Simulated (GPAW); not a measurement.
# The basis that the transmission of a Re chain with a P atom bridging one bond needs, part 2 of 2

Aim: T(E), conductance and thermopower of a Re chain with a P atom bridging one bond, and what cheaper settings cost in accuracy.

GPAW 26.7.0; GPAW LCAO, PAW setups; Landauer transmission from Green's functions with principal layers (ASE), zero bias.

So far, transmission at the Fermi level (one spin): step 2 (GPAW, dzp, PBE, GPAW) 4.83; step 3 (basis szp(dzp), PBE, GPAW) 4.83; step 4 (basis sz(dzp), PBE, GPAW) 4.87; step 5 (LDA) 4.85.

## 8. Density threshold 0.01, smearing 0.2, potential alignment off

The Hamiltonian is taken from the last density. The density threshold is one of the tests that end the cycle; the energy must settle too, so a loose value may not be the test that decides. Smearing helps the SCF of a metal converge, but it blurs occupations at band edges near the Fermi level. Without the shift, lead and junction are matched by their Fermi levels alone.

This step: GPAW LCAO, PAW setups; Landauer transmission from Green's functions with principal layers (ASE), zero bias (GPAW 26.7.0).

Input file run.py:

```python
import json
import numpy as np
from ase import Atoms
from ase.transport.calculators import TransportCalculator
from gpaw import GPAW, FermiDirac
from gpaw.lcao.tools import get_lcao_hamiltonian
from scipy.linalg import eigh

# The junction with lead layers at both ends, along the third cell vector
device = Atoms(
    ['Re', 'Re', 'Re', 'Re', 'Re', 'Re', 'Re', 'P', 'Re', 'Re', 'Re', 'Re', 'Re', 'Re', 'Re'],
    positions=[
        [4.50000, 4.50000, 1.12500],
        [4.50000, 4.50000, 3.37500],
        [4.50000, 4.50000, 5.62500],
        [4.50000, 4.50000, 7.87500],
        [4.50000, 4.50000, 10.12500],
        [4.50000, 4.50000, 12.37500],
        [4.50000, 4.50000, 14.62500],
        [6.22890, 4.50000, 15.85000],
        [4.50000, 4.50000, 17.07500],
        [4.50000, 4.50000, 19.32500],
        [4.50000, 4.50000, 21.57500],
        [4.50000, 4.50000, 23.82500],
        [4.50000, 4.50000, 26.07500],
        [4.50000, 4.50000, 28.32500],
        [4.50000, 4.50000, 30.57500]],
    cell=[[9.0, 0.0, 0.0], [0.0, 9.0, 0.0], [0.0, 0.0, 31.7]],
    pbc=True)

# One principal layer of the lead: the first 5 atoms of the device
lead = Atoms(
    ['Re', 'Re', 'Re', 'Re', 'Re'],
    positions=[
        [4.50000, 4.50000, 1.12500],
        [4.50000, 4.50000, 3.37500],
        [4.50000, 4.50000, 5.62500],
        [4.50000, 4.50000, 7.87500],
        [4.50000, 4.50000, 10.12500]],
    cell=[[9.0, 0.0, 0.0], [0.0, 9.0, 0.0], [0.0, 0.0, 11.25]],
    pbc=True)

settings = dict(mode='lcao', basis='dzp', xc='PBE', h=0.2,
                occupations=FermiDirac(0.2), maxiter=250,
                mixer=dict(beta=0.1, nmaxold=8, weight=100.0),
                convergence=dict(density=0.01))
energies = np.arange(-3, 3 + 1e-9, 0.075)
eta = 0.0001
n1, n2 = 1, 1
# k and -k transmit alike, so half of the mesh across the current serves
mesh = [(i, j) for i in range(n1) for j in range(n2) if (i, j) <= (-i % n1, -j % n2)]
weights = np.array([1 if (i, j) == (-i % n1, -j % n2) else 2 for i, j in mesh]) / (n1 * n2)

# [... helper functions left out ...]
fermi_lead = ground_state(lead, (1, 1, 10), 'lead.txt')
fermi_device = ground_state(device, (1, 1, 3), 'device.txt')
# [... loop over the mesh left out, but for ...]
        # Lead and device are aligned by their Fermi levels alone
        shift = 0.0
# [...]
kT = 8.617333e-5 * 300
bias = [0.1, 0.2, 0.5, 1.0, 1.5, 2.0]
# [... integrals and printing left out ...]
```

The run is started by

```console
> OMP_NUM_THREADS=1 OPENBLAS_NUM_THREADS=1 python run.py
```

The program printed:

```text
basis functions: device 391, principal layer 135
Fermi level: lead -3.0862 eV, device -3.0550 eV; lead shifted by 0.0000 eV
largest coupling past the next layer 1.50e-06 eV, largest misfit of the first layer 0.231 eV
  E-E_F (eV)   T (one spin)  [channel counts left out]
    -3.000    2.3032e+00
    -2.925    2.2768e+00
    -2.850    2.2422e+00
    -2.775    2.2013e+00
    -2.700    2.1539e+00
    -2.625    2.0995e+00
    -2.550    2.0381e+00
    -2.475    1.9679e+00
    -2.400    1.9350e+00
    -2.325    1.8451e+00
    -2.250    8.7860e-01
    -2.175    2.0262e+00
    -2.100    2.4040e+00
    -2.025    2.5680e+00
    -1.950    2.6213e+00
    -1.875    2.6178e+00
[...]
2.475    9.8158e-01
     2.550    9.7638e-01
     2.625    9.7114e-01
     2.700    9.6648e-01
     2.775    9.6537e-01
     2.850    3.7051e-01
     2.925    9.1845e-01
     3.000    9.1676e-01
conductance at 300 K: 4.8145 G0 a cell; thermopower 0.3136 uV/K
current from the zero-bias T(E) at 0.1 V: 37.267 uA
current from the zero-bias T(E) at 0.2 V: 74.224 uA
current from the zero-bias T(E) at 0.5 V: 172.65 uA
current from the zero-bias T(E) at 1.0 V: 339.44 uA
current from the zero-bias T(E) at 1.5 V: 514.74 uA
current from the zero-bias T(E) at 2.0 V: 679.33 uA
```

Wall time 2.2 min (1 thread of Arm Neoverse V1, shared host); peak memory 1.3 GiB.

The run finished with changed settings (conv = 0.01, width = 0.2 and align = false); it serves as a test.

Side by side:

| quantity | this run | sound run | difference |
| --- | --- | --- | --- |
| conductance (G₀) | 4.8145 | 4.8250 | -0.0105 |
| largest coupling past the next principal layer (eV) | 1.497e-6 | 1.496e-6 | 1.2e-9 |
| largest misfit of the first principal layer (eV) | 0.23102 | 0.047042 | 0.184 |
| shift that aligns the lead (eV) | 0 | 0.0038266 | -0.00383 |
| transmission at the Fermi level (one spin) | 4.8263 | 4.8273 | -0.00105 |

One result that differs is the largest misfit of the first principal layer, 0.231 eV against 0.0470 eV.

## 9. Functional RPBE, smearing 0.05, broadening 1e-06: xc = "RPBE", width = 0.05 and eta = 1e-06

The functional moves levels against the Fermi level. Smearing helps the SCF of a metal converge, but it blurs occupations at band edges near the Fermi level. The broadening keeps the Green's functions finite; too large a value absorbs electrons where channels are open and leaks them where none are.

Changes to run.py since step 8:

```diff
@@ -42,8 +42,8 @@
 
-settings = dict(mode='lcao', basis='dzp', xc='PBE', h=0.2,
-                occupations=FermiDirac(0.2), maxiter=250,
+settings = dict(mode='lcao', basis='dzp', xc='RPBE', h=0.2,
+                occupations=FermiDirac(0.05), maxiter=250,
                 mixer=dict(beta=0.1, nmaxold=8, weight=100.0),
-                convergence=dict(density=0.01))
+                convergence=dict(density=0.0001))
 energies = np.arange(-3, 3 + 1e-9, 0.075)
-eta = 0.0001
+eta = 1e-06
 n1, n2 = 1, 1
@@ -57,4 +57,4 @@
 # [... loop over the mesh left out, but for ...]
-        # Lead and device are aligned by their Fermi levels alone
-        shift = 0.0
+        # Shift the lead onto the potential of the device's first layer
+        shift = ((H[:, 0, 0] - H0[:, 0, 0]) / S0[0, 0]).real.mean()
 # [...]
```

The program printed:

```text
basis functions: device 391, principal layer 135
Fermi level: lead -3.0028 eV, device -2.9675 eV; lead shifted by 0.0111 eV
largest coupling past the next layer 1.44e-06 eV, largest misfit of the first layer 0.073 eV
  E-E_F (eV)   T (one spin)  [channel counts left out]
    -3.000    2.2317e+00
    -2.925    2.2159e+00
    -2.850    2.1870e+00
    -2.775    2.1470e+00
    -2.700    2.0973e+00
    -2.625    2.0398e+00
    -2.550    1.9776e+00
    -2.475    1.9150e+00
    -2.400    2.8022e+00
    -2.325    1.8714e+00
    -2.250    1.9522e+00
    -2.175    2.0294e+00
    -2.100    2.1255e+00
    -2.025    2.2249e+00
    -1.950    2.3345e+00
    -1.875    2.4537e+00
[...]
2.475    9.7854e-01
     2.550    9.7299e-01
     2.625    9.6738e-01
     2.700    9.6229e-01
     2.775    9.6086e-01
     2.850    3.7450e-01
     2.925    9.1592e-01
     3.000    9.1234e-01
conductance at 300 K: 4.8322 G0 a cell; thermopower 0.2275 uV/K
current from the zero-bias T(E) at 0.1 V: 37.435 uA
current from the zero-bias T(E) at 0.2 V: 74.838 uA
current from the zero-bias T(E) at 0.5 V: 186.53 uA
current from the zero-bias T(E) at 1.0 V: 369.11 uA
current from the zero-bias T(E) at 1.5 V: 545.14 uA
current from the zero-bias T(E) at 2.0 V: 710.26 uA
```

Run time: 2.8 min. Hardware: 1 thread; peak memory 1.3 GiB.

Numbers from this step:

* conductance: 4.832 G₀
* largest coupling past the next principal layer: 1.44e-6 eV
* largest misfit of the first principal layer: 0.07340 eV
* shift that aligns the lead: 0.01108 eV
* transmission at the Fermi level (one spin): 4.835

One spin. Table of transmission, zone mean by energy, zero at the Fermi level:

energy (eV), transmission, zone mean and a bar from the least value:
```
  -3.0000       2.23 ##########
  -2.7750       2.15 #########
  -2.4750       1.92 ########
  -2.4000       2.80 ##############
  -2.2500       1.95 ########
  -2.0250       2.22 ##########
  -1.7250       2.71 ##############
  -1.5000       3.04 ################
  -1.2750       3.26 ##################
  -0.9750       4.47 ###########################
  -0.7500       4.62 ############################
  -0.5250       4.71 #############################
  -0.2250       4.82 ##############################
  -0.0750       4.84 ##############################
   0.0000       4.83 ##############################
   0.2250       4.76 #############################
   0.5250       4.54 ############################
   0.7500       4.25 #########################
   0.9750       3.76 ######################
   1.2750       2.17 ##########
   1.5000       1.88 #######
   1.7250       1.86 #######
   2.0250       0.96 
   2.2500       0.99 #
   2.4750       0.98 #
   2.7750       0.96 
   3.0000       0.91
```

Not self-consistent under bias; the bias window is split evenly. Current through one cell, from the zero-bias transmission against bias:

| bias (V) | current through one cell, from the zero-bias transmission (mA) |
| --- | --- |
| 0.100 | 0.0374 |
| 0.200 | 0.0748 |
| 0.500 | 0.187 |
| 1.000 | 0.369 |
| 1.500 | 0.545 |
| 2.000 | 0.710 |

Transmission of the three most open eigenchannels against energy, zero at the Fermi level:

| energy (eV) | channel 1 | channel 2 | channel 3 |
| --- | --- | --- | --- |
| -3.0000 | 0.960 | 0.691 | 0.581 |
| -2.7750 | 0.966 | 0.752 | 0.429 |
| -2.4750 | 0.972 | 0.783 | 0.160 |
| -2.2500 | 0.975 | 0.816 | 0.148 |
| -2.0250 | 0.978 | 0.813 | 0.396 |
| -1.7250 | 0.983 | 0.794 | 0.655 |
| -1.5000 | 0.987 | 0.805 | 0.759 |
| -1.2750 | 0.992 | 0.881 | 0.700 |
| -0.9750 | 0.999 | 0.922 | 0.899 |
| -0.7500 | 0.997 | 0.972 | 0.906 |
| -0.5250 | 0.982 | 0.982 | 0.909 |
| -0.2250 | 0.984 | 0.959 | 0.923 |
| 0.0000 | 0.982 | 0.955 | 0.955 |
| 0.2250 | 0.981 | 0.970 | 0.949 |
| 0.5250 | 0.978 | 0.967 | 0.933 |
| 0.7500 | 0.973 | 0.955 | 0.915 |
| 0.9750 | 0.969 | 0.910 | 0.879 |
| 1.2750 | 0.967 | 0.881 | 0.164 |
| 1.5000 | 0.962 | 0.887 | 0.0344 |
| 1.7250 | 0.942 | 0.883 | 0.0314 |
| 2.0250 | 0.959 | 2.5e-10 | 1.3e-11 |
| 2.2500 | 0.994 | 2.5e-10 | 0 |
| 2.4750 | 0.979 | 2.5e-10 | 0 |
| 2.7750 | 0.961 | 2.5e-10 | 0 |
| 3.0000 | 0.912 | 2.5e-10 | 0 |

The conductance equals that of the dzp run to 0.2 %.

## 10. Results

| Item | Value |
| --- | --- |
| conductance | 4.83 G₀ |
| transmission at the Fermi level, mean of the spins | 4.83 |
| thermopower | about 0 (under 1.5 μV/K) |

**Reading.** In the dzp basis the junction conducts 4.83 G₀ at 300 K, with T = 4.83 a spin at the Fermi level; the sz basis reaches that conductance within 10 %. At the Fermi level the three most open eigenchannels pass 0.98, 0.96 and 0.95. Measured against the first run (dzp), the nearest curve is that of dzp-LDA (r.m.s. 0.075) and the farthest that of sz (0.16). Over the compared runs wall time goes from 65 s (sz) to 227 s (dzp), on a shared host. The geometry was built from estimated bond lengths and not relaxed, so the numbers describe this model structure. The run had no spin polarisation, so a magnetic state, which chains and small molecules with open shells often have, wasn't tested. Spin-orbit coupling is left out, which matters for the heavy atoms here. An evenly spaced straight chain is an idealisation: free chains tend to dimerise, zigzag or, where a band edge lies near the Fermi level, turn magnetic. The currents use the zero-bias T(E) throughout, which holds only while the bias is small against the distance to the nearest feature. The energy step is wider than the thermal energy, so the conductance and thermopower rest on interpolation of T(E).

[Logs are printed without paths, hosts, clocks, repeated set-up lines and the standing remarks that a program may print on its own settings, such as how far it seeks lower states.]

[Hosts, paths, dates, database ids (printed as entryN), source tags and the programs' standing remarks are cut or masked in the printed files.]
